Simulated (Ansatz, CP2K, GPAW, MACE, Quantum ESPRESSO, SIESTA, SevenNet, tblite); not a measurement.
# Running random rock-salt alloy of CaS and PbS (64 atoms) with CP2K, part 4 of 4

Aim: run random rock-salt alloy of CaS and PbS (64 atoms) in CP2K and see how near its forces come to a plane-wave reference, and at what cost.

Program: CP2K 2026.2; the method stands at each step. Banners, paths, timers and routine set-up lines are dropped from the logs unmarked, and long logs keep their key lines alone; longer cuts are marked.

So far. Step 9 (PBE+D3(BJ), DZVP-MOLOPT-SR, 600/50 Ry, diagonalisation): Against the first run (5.4 %), the force difference from the reference is 5.5 %, at 1.0 times the CPU time; the model has changed, so this is no error of the program alone. Step 10 (PBE, DZVP-MOLOPT-SR, 600/20 Ry, diagonalisation): Against the first run (5.4 %), the force difference from the reference is 6.0 %, at 0.69 times the CPU time: the grid matters here.

### 11. PBEsol, PBE potentials, DZVP-MOLOPT-SR, 600/50 Ry, diagonalisation

Method: Kohn-Sham DFT, PBEsol, GTH-PBE pseudopotentials, Gaussian and plane waves, DZVP-MOLOPT-SR-GTH, diagonalisation.

input.inp reads:

```
&GLOBAL
  PROJECT cell
  RUN_TYPE ENERGY_FORCE
  PRINT_LEVEL LOW
&END GLOBAL
&FORCE_EVAL
  METHOD QS
  STRESS_TENSOR ANALYTICAL
  &DFT
    BASIS_SET_FILE_NAME BASIS_MOLOPT
    POTENTIAL_FILE_NAME GTH_POTENTIALS
    &MGRID
      CUTOFF 600
      REL_CUTOFF 50
      NGRIDS 5
    &END MGRID
    &QS
      EPS_DEFAULT 1.0E-12
    &END QS
    &SCF
      SCF_GUESS ATOMIC
      EPS_SCF 1.0E-06
      MAX_SCF 200
      ADDED_MOS 39
      &DIAGONALIZATION
        ALGORITHM STANDARD
      &END DIAGONALIZATION
      &SMEAR ON
        METHOD FERMI_DIRAC
        ELECTRONIC_TEMPERATURE [K] 580
      &END SMEAR
      &MIXING
        METHOD BROYDEN_MIXING
        ALPHA 0.15
        NBROYDEN 8
      &END MIXING
      &PRINT
        &RESTART OFF
        &END RESTART
      &END PRINT
    &END SCF
    &XC
      &XC_FUNCTIONAL
        &PBE
          PARAMETRIZATION PBESOL
        &END PBE
      &END XC_FUNCTIONAL
    &END XC
    &PRINT
      &MULLIKEN ON
      &END MULLIKEN
      &LOWDIN ON
      &END LOWDIN
      &MO ON
        EIGENVALUES T
        OCCUPATION_NUMBERS T
        MO_INDEX_RANGE 221 244
        &EACH
          QS_SCF 0
        &END EACH
        ADD_LAST NUMERIC
      &END MO
    &END PRINT
  &END DFT
  &SUBSYS
    &CELL
      A 11.50300 0.00000 0.00000
      B 0.00000 11.50300 0.00000
      C 0.00000 0.00000 11.50300
    &END CELL
    &COORD
[... 64 atom lines left out: the same atoms as in the first run ...]
    &END COORD
    &KIND Ca
      BASIS_SET DZVP-MOLOPT-SR-GTH-q10
      POTENTIAL GTH-PBE-q10
    &END KIND
    &KIND S
      BASIS_SET DZVP-MOLOPT-SR-GTH-q6
      POTENTIAL GTH-PBE-q6
    &END KIND
    &KIND Pb
      BASIS_SET DZVP-MOLOPT-SR-GTH-q4
      POTENTIAL GTH-PBE-q4
    &END KIND
  &END SUBSYS
  &PRINT
    &FORCES ON
    &END FORCES
    &STRESS_TENSOR ON
    &END STRESS_TENSOR
  &END PRINT
&END FORCE_EVAL
```

Launch:

```console
$ OMP_NUM_THREADS=2 cp2k.psmp -i input.inp > output.txt
```

Numbers of over 12 decimals in the logs are rounded to 6 here.

The log of the run:

```text
CP2K| version string:                                       CP2K version 2026.2
 CP2K| Input file name                                                 input.inp
 GLOBAL| Basis set file name                                        BASIS_MOLOPT
 GLOBAL| Potential file name                                      GTH_POTENTIALS
 GLOBAL| Run type                                                   ENERGY_FORCE
 GLOBAL| Total number of message passing processes                             1
 GLOBAL| Number of threads for this process                                    2
[... lines left out ...]
                        Smear method:                                FERMI_DIRAC
[... lines left out ...]
 Number of electrons:                                                        464
[... lines left out ...]
  Step     Update method      Time    Convergence         Total energy    Change
[... lines left out ...]
  *** SCF run converged in    15 steps ***
[... lines left out ...]
  Fermi energy:                                                 0.220109
  Total energy:                                             -1237.815225
  Total energy (extrapolated to T->0):                      -1237.815225
[... lines left out ...]
 MO| E(Fermi):            0.220109 a.u.          5.989460 eV
[... lines left out ...]
      63     Ca       1          9.633539                              0.366461
      64     S        2          6.259537                             -0.259537
 # Total charge                            464.000000                  0.000000
 ENERGY| Total FORCE_EVAL ( QS ) energy [hartree]          -1237.815112
 FORCES| Atomic forces [hartree/bohr]
 FORCES|   Atom     x               y               z               |f|
 FORCES|      1 -2.14300449E-03 -9.92620074E-03 -3.24535013E-03   1.06608736E-02
 FORCES|      2 -2.94437972E-03  7.31357816E-03 -1.60096200E-03   8.04492864E-03
 FORCES|      3  3.98224674E-03 -4.94478121E-03  5.91141848E-03   8.67490742E-03
[...]
FORCES|     63 -2.59052976E-04 -1.93717167E-03 -1.56999966E-03   2.50691871E-03
 FORCES|     64  3.19554017E-03  3.91424209E-03  8.94856446E-04   5.13162121E-03
 FORCES| Sum    -9.05217506E-06  4.86326779E-06 -3.56108252E-06
 FORCES| Total atomic force                                       1.08754106E-05
 STRESS| Analytical stress tensor [bar]
 STRESS|                        x                   y                   z
 STRESS|      x        8.03610858848E+03  -3.66383371616E+01  -7.51056199233E+01
 STRESS|      y       -3.66383371616E+01   7.77780750237E+03  -8.25988364849E+00
 STRESS|      z       -7.51056199233E+01  -8.25988364849E+00   8.66673345509E+03
 STRESS| 1/3 Trace                                             8.16021651531E+03
```

It took 1.9 min on 2 threads of Arm Neoverse V2, shared host; peak memory 4 GiB.

Numbers from this run, and their distance from the reference:

- r.m.s. force component: 0.2993 eV/Å
- r.m.s. difference of force components: 11.51 meV/Å
- longest difference of force vectors: 41.03 meV/Å
- force difference over r.m.s. force: 3.86 %
- slope of forces against the reference's: 1.003
- correlation of force components: 0.9993
- gap (highest filled to lowest empty level): 1.865 eV
- gap difference: -0.0379 eV
- pressure: 0.816 GPa
- pressure difference: -1.245 GPa

Against the first run (5.4 %), the force difference from the reference is 3.9 %, at 0.90 times the CPU time; another functional landing nearer a PBE reference means that errors partly cancel.

### 12. Another try, on a changed input

input.inp: that of step 11 with these lines changed.

```diff
@@ -12,5 +12,4 @@
     &MGRID
-      CUTOFF 600
+      CUTOFF 80
       REL_CUTOFF 50
-      NGRIDS 5
     &END MGRID
@@ -22,3 +21,3 @@
       EPS_SCF 1.0E-06
-      MAX_SCF 200
+      MAX_SCF 60
       ADDED_MOS 39
@@ -42,6 +41,3 @@
     &XC
-      &XC_FUNCTIONAL
-        &PBE
-          PARAMETRIZATION PBESOL
-        &END PBE
+      &XC_FUNCTIONAL PBE
       &END XC_FUNCTIONAL
```

Launch:

```console
$ OMP_NUM_THREADS=1 cp2k.psmp -i input.inp > output.txt
```

The log of the run:

```text
CP2K| version string:                                       CP2K version 2026.2
 CP2K| Input file name                                                 input.inp
 GLOBAL| Basis set file name                                        BASIS_MOLOPT
 GLOBAL| Potential file name                                      GTH_POTENTIALS
 GLOBAL| Run type                                                   ENERGY_FORCE
 GLOBAL| Total number of message passing processes                             1
 GLOBAL| Number of threads for this process                                    1
 TOTAL NUMBERS AND MAXIMUM NUMBERS
  Total number of            - Atomic kinds:                                   3
                             - Atoms:                                         64
[... lines left out ...]
                        Smear method:                                FERMI_DIRAC
[... lines left out ...]
 Number of electrons:                                                        464
[... lines left out ...]
  Step     Update method      Time    Convergence         Total energy    Change
[... lines left out ...]
  *** SCF run converged in    17 steps ***
[... lines left out ...]
  Fermi energy:                                                 0.223097
  Total energy:                                             -1240.661970
  Total energy (extrapolated to T->0):                      -1240.661970
[... lines left out ...]
 MO| E(Fermi):            0.223097 a.u.          6.070774 eV
[... lines left out ...]
       1     Ca       1          9.398934                              0.601066
       2     S        2          6.581714                             -0.581714
       3     Pb       3          3.459890                              0.540110
[...]
# Total charge                            464.000000                  0.000000
 !-----------------------------------------------------------------------------!
 LOWDIN POPULATION ANALYSIS
 #  Atom  Element  Kind  Atomic population                           Net charge
[...]
63     Ca       1          9.610352                              0.389648
      64     S        2          6.283522                             -0.283522
 # Total charge                            464.000000                  0.000000
 ENERGY| Total FORCE_EVAL ( QS ) energy [hartree]          -1240.661968
 FORCES| Atomic forces [hartree/bohr]
 FORCES|   Atom     x               y               z               |f|
 FORCES|      1 -1.22049933E-03 -5.47460608E-03 -2.90439716E-03   6.31636392E-03
 FORCES|      2 -2.40721914E-03  6.66637585E-03 -2.07331507E-03   7.38470760E-03
 FORCES|      3  3.97503470E-03 -4.97527722E-03  6.16062295E-03   8.86044917E-03
[...]
FORCES|     63  3.95727792E-03  9.51934326E-03  4.94252665E-04   1.03209607E-02
 FORCES|     64  3.06483455E-03  3.87009545E-03  2.98131553E-04   4.94567811E-03
 FORCES| Sum    -1.57965571E-02 -3.41012122E-03  2.55566881E-02
 FORCES| Total atomic force                                       3.02374676E-02
 STRESS| Analytical stress tensor [bar]
 STRESS|                        x                   y                   z
 STRESS|      x        2.91400518872E+04   6.64355538109E+01  -7.46526119744E+01
 STRESS|      y        6.64355538109E+01   2.81535451716E+04  -3.29336519408E+01
 STRESS|      z       -7.46526119744E+01  -3.29336519408E+01   2.89693598499E+04
 STRESS| 1/3 Trace                                             2.87543189696E+04
```

Elapsed: 1.7 min, on 1 thread; peak memory 0.6 GiB.

The run converged all the same. The fault in the input: a grid cutoff far too low (cutoff 80 Ry).

Against the reference:

* r.m.s. difference of force components: 172.2 meV/Å
* longest difference of force vectors: 674.7 meV/Å
* force difference over r.m.s. force: 57.75 %
* slope of forces against the reference's: 0.749
* correlation of force components: 0.8214
* energy less the same-level run's: -9.068 meV/atom
* r.m.s. force difference from the same-level run: 178.6 meV/Å

### 13. The ladder

Differences are against the plane-wave reference, forces as r.m.s. over components; share is that over the reference's r.m.s. force, slope the least-squares factor from reference forces to these. Total energies of different programs have different zeros and aren't compared.

```
                                                                    run  Δ force, r.m.s. (meV/Å)  share (%)  slope  Δ pressure (GPa)  Δ gap (eV)  cores  CPU time  memory (GiB)
                                                              reference                        -          -      -                 -           -      4    22 min           3.5
                   CP2K PBE, DZVP-MOLOPT-SR, 600/50 Ry, diagonalisation                     16.2       5.43  0.992             0.545      0.0682      2   3.7 min           4.0
           CP2K PBE, SZV-MOLOPT-SR, 600/50 Ry, diagonalisation (coarse)                      397        133  0.172              3.08       -1.08      1   3.1 min           3.8
     CP2K PBE, TZV2P-MOLOPT (SR for Ca, Pb), 600/50 Ry, diagonalisation                     13.3       4.47  0.986             0.273      0.0988      4   6.9 min           6.5
                         CP2K PBE, TZVP-UZH, 600/50 Ry, diagonalisation                     16.7       5.59  1.051             0.595      0.0689      4   4.1 min           5.9
                   CP2K PBE, DZVP-MOLOPT-SR, 840/50 Ry, diagonalisation                     16.2       5.42  0.992             0.545      0.0682      4   5.1 min           8.8
          CP2K PBE, DZVP-MOLOPT-SR, 210/50 Ry, diagonalisation (coarse)                     15.9       5.32  0.990             0.543      0.0682      2   2.2 min           1.2
                   CP2K LDA, DZVP-MOLOPT-SR, 600/50 Ry, diagonalisation                     69.5       23.3  0.804             -4.32     -0.0502      2   2.5 min           3.8
            CP2K PBE+D3(BJ), DZVP-MOLOPT-SR, 600/50 Ry, diagonalisation                     16.4       5.51  0.992             -1.77      0.0682      2   3.7 min           4.0
          CP2K PBE, DZVP-MOLOPT-SR, 600/20 Ry, diagonalisation (coarse)                     18.0       6.03  0.970             0.505      0.0686      2   2.6 min           4.0
CP2K PBEsol, PBE potentials, DZVP-MOLOPT-SR, 600/50 Ry, diagonalisation                     11.5       3.86  1.003             -1.25     -0.0379      2   3.3 min           4.0
```

Rows marked coarse were listed beforehand as settings not expected to be converged; some can still land near the reference.

CPU time is summed over cores on a shared host, where runs went side by side, so it is rough. Symmetry, cutoffs, thresholds, outputs and thread counts weren't matched or tuned between programs; memory under MPI is the largest rank's times the ranks.

Mean charges by element (e), by run and scheme:

```
                                                                    run    scheme     Ca      S     Pb
                   CP2K PBE, DZVP-MOLOPT-SR, 600/50 Ry, diagonalisation  Mulliken  +0.59  -0.58  +0.54
     CP2K PBE, TZV2P-MOLOPT (SR for Ca, Pb), 600/50 Ry, diagonalisation  Mulliken  +1.31  -1.19  +0.81
                         CP2K PBE, TZVP-UZH, 600/50 Ry, diagonalisation  Mulliken  +1.03  -1.00  +0.90
                   CP2K PBE, DZVP-MOLOPT-SR, 840/50 Ry, diagonalisation  Mulliken  +0.59  -0.58  +0.54
                   CP2K LDA, DZVP-MOLOPT-SR, 600/50 Ry, diagonalisation  Mulliken  +0.52  -0.48  +0.36
            CP2K PBE+D3(BJ), DZVP-MOLOPT-SR, 600/50 Ry, diagonalisation  Mulliken  +0.59  -0.58  +0.54
CP2K PBEsol, PBE potentials, DZVP-MOLOPT-SR, 600/50 Ry, diagonalisation  Mulliken  +0.54  -0.53  +0.51
```

Within one program, basis, potentials and functional, energies share a zero. Each run against its twin at the usual cutoff or grid and solver:

```
                                                 run                                        twin  Δ energy (meV/atom)  Δ force, r.m.s. (meV/Å)        CPU time over the twin's
CP2K PBE, DZVP-MOLOPT-SR, 840/50 Ry, diagonalisation  DZVP-MOLOPT-SR, 600/50 Ry, diagonalisation              -1.0e-4                    0.059  1.4 (this twin ran on 2 cores)
CP2K PBE, DZVP-MOLOPT-SR, 210/50 Ry, diagonalisation  DZVP-MOLOPT-SR, 600/50 Ry, diagonalisation               0.0789                     5.27                            0.58
CP2K PBE, DZVP-MOLOPT-SR, 600/20 Ry, diagonalisation  DZVP-MOLOPT-SR, 600/50 Ry, diagonalisation                0.998                     16.4                            0.69
```

### 14. Outcome

| Quantity | Value |
| --- | --- |
| nearest in forces | CP2K PBEsol, PBE potentials, DZVP-MOLOPT-SR, 600/50 Ry, diagonalisation, 3.9 % |
| its CPU time | 3.3 min |

The PBE runs in local orbitals, coarse settings apart, differ by 4.5 % (CP2K PBE, TZV2P-MOLOPT (SR for Ca, Pb), 600/50 Ry, diagonalisation) to 5.6 % (CP2K PBE, TZVP-UZH, 600/50 Ry, diagonalisation); basis, grid and potentials can all enter. Rows with another functional or a dispersion term differ by 3.9 % (CP2K PBEsol, PBE potentials, DZVP-MOLOPT-SR, 600/50 Ry, diagonalisation) to 23 % (CP2K LDA, DZVP-MOLOPT-SR, 600/50 Ry, diagonalisation), which mixes the change of model with differences of basis and potentials, some of them made for another functional. Runs with settings chosen to be coarse differ by 5.3 % (CP2K PBE, DZVP-MOLOPT-SR, 210/50 Ry, diagonalisation) to 133 % (CP2K PBE, SZV-MOLOPT-SR, 600/50 Ry, diagonalisation), their programs' other errors included. Of the electronic-structure runs that take under half the reference's CPU time, CP2K PBEsol, PBE potentials, DZVP-MOLOPT-SR, 600/50 Ry, diagonalisation comes nearest, at 3.9 % in 3.3 min against 22 min. At the same functional, gaps differ from the reference's 1.90 eV by between -1.08 and +0.10 eV. These are spacings on the run's k-points, which needn't hold the band edges. In pressure, CP2K PBE, SZV-MOLOPT-SR, 600/50 Ry, diagonalisation misses by +3.1 GPa, at the same functional. Charges hang on program or settings: among these rows the mean for Ca runs from +0.52 to +1.31 e. The potentials hold different valence shells: 544 electrons in the reference, 464 in CP2K with TZVP-UZH; this bears on time and differences. The reference's pressure holds the uncorrected Pulay stress of its 45 Ry basis, so small pressure differences, and their order, may be the reference's own error. The host structure and its lattice constant were typed by rule, without a check against the phase diagram. The reference's pressure of 2.1 GPa belongs to a cell and atoms that aren't relaxed at this level. The electronic-structure runs sample only Γ, in a cell whose shortest periodic width is 12 Å. Spin–orbit coupling is left out, which matters for the levels of the heavy elements.

[Also dropped from logs without a mark: logging warnings of Python, and SIESTA's first energy breakdown and zero terms.]

[Logs are printed without paths, hosts, clocks, repeated set-up lines and the standing remarks that a program may print on its own settings, such as how far it seeks lower states.]

[Hosts, paths, dates, database ids (printed as entryN), source tags and the programs' standing remarks are cut or masked in the printed files.]
